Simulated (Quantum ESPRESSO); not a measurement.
## BN (F-43m): how pressure shifts the optical phonon

Wanted: a fit of frequency against volume for BN (F-43m), tested on a run that is left out of it.

Main program and level: Quantum ESPRESSO 7.5; DFT PBE, scalar-relativistic, plane waves, PseudoDojo norm-conserving pseudopotentials.

### 1. The relaxed structure

The structure is cubic, space group F-43m (No. 216). The conventional cell has a = 3.623 Å, b = 3.623 Å, c = 3.623 Å, α = 90.00°, β = 90.00°, γ = 90.00°. B has 4 N at 1.57 Å nearest. N has 4 B at 1.57 Å nearest. Farther neighbours and most contacts between anions are not listed.

This is the cell after its relaxation at this level of theory, not the database cell from which that began.

### 2. Runs at several volumes

The relaxed cell is scaled uniformly; in this structure symmetry fixes all atoms, so nothing has to be relaxed anew. Each volume gets a ground state and a response at Γ. The mode followed is the highest one without the macroscopic field, of symmetry T2; longitudinal polar modes lie higher. Cutoff 92 Ry, k mesh 12×12×12.

From the response at V/V₀ = 0.94:

Output:

```text
[banners, grids, parts of the stress and lines that vanish by symmetry left out]
Program PHONON v.7.5
     Reading xml data from directory:

[...]
Exchange-correlation= PBE
                           (   1   4   3   4   0   0   0)
[...]
kinetic-energy cut-off    =      92.0000  Ry
     charge density cut-off    =     368.0000  Ry
     convergence threshold     =      1.0E-18
[...]
Exchange-correlation= PBE
                           (   1   4   3   4   0   0   0)
[...]
q = (   0.0000000   0.0000000   0.0000000 )
     25 Sym.Ops. (with q -> -q+G )
     G cutoff =  419.3691  (   9089 G-vectors)     FFT grid: ( 30, 30, 30)
     number of k points=    72
[...]
Mode symmetry, T_d (-43m)  point group:
[...]
Dielectric constant
[...]
End of electric fields calculation
          Dielectric constant in cartesian axis
          (       4.489457247       0.000000000       0.000000000 )
          (       0.000000000       4.489457247       0.000000000 )
          (       0.000000000       0.000000000       4.489457247 )
          Effective charges (d Force / dE) in cartesian axis without acoustic sum rule applied (asr)
           atom    1  B     Mean Z*:        1.88115
      Ex  (        1.88115       -0.00000        0.00000 )
      Ey  (        0.00000        1.88115        0.00000 )
      Ez  (       -0.00000        0.00000        1.88115 )
           atom    2  N     Mean Z*:       -1.88117
      Ex  (       -1.88117        0.00000        0.00000 )
      Ey  (       -0.00000       -1.88117       -0.00000 )
      Ez  (        0.00000       -0.00000       -1.88117 )
          Effective charges Sum: Mean:       -0.00003
[...]
Effective charges (d Force / dE) in cartesian axis with asr applied:
           atom    1  B     Mean Z*:        1.88116
[...]
atom    2  N     Mean Z*:       -1.88116
[...]
Representation #   1 modes #   1   2   3
[...]
End of self-consistent calculation
     Convergence has been achieved
     Representation #   2 modes #   4   5   6
[...]
End of self-consistent calculation
     Convergence has been achieved
[...]
Dielectric constant in cartesian axis
          (       4.489457247       0.000000000       0.000000000 )
          (       0.000000000       4.489457247       0.000000000 )
          (       0.000000000       0.000000000       4.489457247 )
          Effective charges (d Force / dE) in cartesian axis without acoustic sum rule applied (asr)
           atom    1  B     Mean Z*:        1.88115
      Ex  (        1.88115       -0.00000        0.00000 )
      Ey  (        0.00000        1.88115        0.00000 )
      Ez  (       -0.00000        0.00000        1.88115 )
           atom    2  N     Mean Z*:       -1.88117
      Ex  (       -1.88117        0.00000        0.00000 )
      Ey  (       -0.00000       -1.88117       -0.00000 )
      Ez  (        0.00000       -0.00000       -1.88117 )
          Effective charges Sum: Mean:       -0.00003
[...]
Effective charges (d Force / dE) in cartesian axis with asr applied:
           atom    1  B     Mean Z*:        1.88116
[...]
atom    2  N     Mean Z*:       -1.88116
[...]
q = (    0.000000000   0.000000000   0.000000000 )
[...]
freq (    1) =      -0.026987 [THz] =      -0.900203 [cm-1]
     freq (    2) =      -0.026987 [THz] =      -0.900203 [cm-1]
     freq (    3) =      -0.026987 [THz] =      -0.900203 [cm-1]
     freq (    4) =      33.275846 [THz] =    1109.962734 [cm-1]
     freq (    5) =      33.275846 [THz] =    1109.962734 [cm-1]
     freq (    6) =      33.275846 [THz] =    1109.962734 [cm-1]
[...]
Mode symmetry, T_d (-43m)  point group:
     freq (   1-   3) =         -0.9  [cm-1]   --> T_2  G_15 P_4   I+R
     freq (   4-   6) =       1110.0  [cm-1]   --> T_2  G_15 P_4   I+R

   JOB DONE.
```

One volume, V/V₀ = 1, is held back as a test.

| V/V₀ | volume (Å³/atom) | pressure (GPa) | ω (cm⁻¹) |
| --- | --- | --- | --- |
| 0.94 | 5.590 | 25.74 | 1109.96 |
| 0.97 | 5.768 | 11.96 | 1068.46 |
| 1 | 5.946 | 0.00 | held back |
| 1.03 | 6.125 | -10.39 | 992.14 |
| 1.06 | 6.303 | -19.42 | 956.99 |

### 3. The fit

The mode Grüneisen parameter is γ = −d ln ω / d ln V.

| ln(V/V₀) | ln ω |
| --- | --- |
| -0.0619 | 7.0121 |
| -0.0305 | 6.9740 |
| 0.0296 | 6.8999 |
| 0.0583 | 6.8638 |

A straight line through these points has the slope -1.234, so γ = 1.23; at V/V₀ = 1 it predicts ω = exp(6.9360 + 0.0000) = 1028.69 cm⁻¹.

A parabola of pressure against ln V through V/V₀ = 0.97, 1 and 1.03 gives the bulk modulus B = −dP/d ln V = 372 GPa at V₀. With ω₀ from the fitted line the pressure coefficient follows as dω/dP = γ ω₀ / B = 1.23 × 1028.7 / 372 = 3.41 cm⁻¹/GPa.

### 4. The run that was held back

Output:

```text
[banners, grids, parts of the stress and lines that vanish by symmetry left out]
[banner, memory and clock lines left out]
Program PHONON v.7.5

[...]
Exchange-correlation= PBE
                           (   1   4   3   4   0   0   0)
[...]
kinetic-energy cut-off    =      92.0000  Ry
     charge density cut-off    =     368.0000  Ry
     convergence threshold     =      1.0E-18
[...]
Exchange-correlation= PBE
                           (   1   4   3   4   0   0   0)
[...]
q = (   0.0000000   0.0000000   0.0000000 )
     25 Sym.Ops. (with q -> -q+G )
     G cutoff =  437.0300  (   9577 G-vectors)     FFT grid: ( 30, 30, 30)
     number of k points=    72
[...]
Mode symmetry, T_d (-43m)  point group:
[...]
Dielectric constant
[...]
End of electric fields calculation
          Dielectric constant in cartesian axis
          (       4.550634691      -0.000000000      -0.000000000 )
          (      -0.000000000       4.550634691       0.000000000 )
          (      -0.000000000       0.000000000       4.550634691 )
          Effective charges (d Force / dE) in cartesian axis without acoustic sum rule applied (asr)
           atom    1  B     Mean Z*:        1.91008
      Ex  (        1.91008        0.00000        0.00000 )
      Ey  (        0.00000        1.91008       -0.00000 )
      Ez  (        0.00000       -0.00000        1.91008 )
           atom    2  N     Mean Z*:       -1.91010
      Ex  (       -1.91010       -0.00000        0.00000 )
      Ey  (        0.00000       -1.91010        0.00000 )
      Ez  (        0.00000        0.00000       -1.91010 )
[...]
Representation #   1 modes #   1   2   3
[...]
End of self-consistent calculation
     Convergence has been achieved
     Representation #   2 modes #   4   5   6
[...]
End of self-consistent calculation
     Convergence has been achieved
[...]
Dielectric constant in cartesian axis
          (       4.550634691      -0.000000000      -0.000000000 )
          (      -0.000000000       4.550634691       0.000000000 )
          (      -0.000000000       0.000000000       4.550634691 )
          Effective charges (d Force / dE) in cartesian axis without acoustic sum rule applied (asr)
           atom    1  B     Mean Z*:        1.91008
      Ex  (        1.91008        0.00000        0.00000 )
      Ey  (        0.00000        1.91008       -0.00000 )
      Ez  (        0.00000       -0.00000        1.91008 )
           atom    2  N     Mean Z*:       -1.91010
      Ex  (       -1.91010       -0.00000        0.00000 )
      Ey  (        0.00000       -1.91010        0.00000 )
      Ez  (        0.00000        0.00000       -1.91010 )
          Effective charges Sum: Mean:       -0.00002
[...]
Effective charges (d Force / dE) in cartesian axis with asr applied:
           atom    1  B     Mean Z*:        1.91009
[...]
atom    2  N     Mean Z*:       -1.91009
[...]
q = (    0.000000000   0.000000000   0.000000000 )
[...]
freq (    1) =      -0.060582 [THz] =      -2.020803 [cm-1]
     freq (    2) =      -0.060582 [THz] =      -2.020803 [cm-1]
     freq (    3) =      -0.060582 [THz] =      -2.020803 [cm-1]
     freq (    4) =      30.856060 [THz] =    1029.247378 [cm-1]
     freq (    5) =      30.856060 [THz] =    1029.247378 [cm-1]
     freq (    6) =      30.856060 [THz] =    1029.247378 [cm-1]
[...]
Mode symmetry, T_d (-43m)  point group:
     freq (   1-   3) =         -2.0  [cm-1]   --> T_2  G_15 P_4   I+R
     freq (   4-   6) =       1029.2  [cm-1]   --> T_2  G_15 P_4   I+R
```

It gives 1029.25 cm⁻¹ against the predicted 1028.69 cm⁻¹, a miss of 0.6 cm⁻¹.

### 5. What came out

```
mode Grüneisen parameter : 1.234
bulk modulus             : 372 GPa
pressure coefficient     : 3.41 cm⁻¹/GPa
```

The highest optical mode of BN (F-43m) without the LO-TO term stiffens by 3.41 cm⁻¹ a GPa near the relaxed volume, with γ = 1.23. The power law meets all 5 runs within 0.06 %; between neighbouring volumes γ runs from 1.21 to 1.26. Such a coefficient turns a measured shift of this mode into a hydrostatic stress; uniaxial or biaxial stress splits the mode and needs deformation potentials. These are harmonic values at zero temperature for the structure held cubic, which a run at Γ can't show to be stable; the bulk modulus rests on three points.

[Host names and launcher messages were left out of these logs when they were recorded.]

[Logs are printed without paths, hosts, clocks, repeated set-up lines and the standing remarks that a program may print on its own settings, such as how far it seeks lower states.]

[Hosts, paths, dates, database ids (printed as entryN), source tags and the programs' standing remarks are cut or masked in the printed files.]
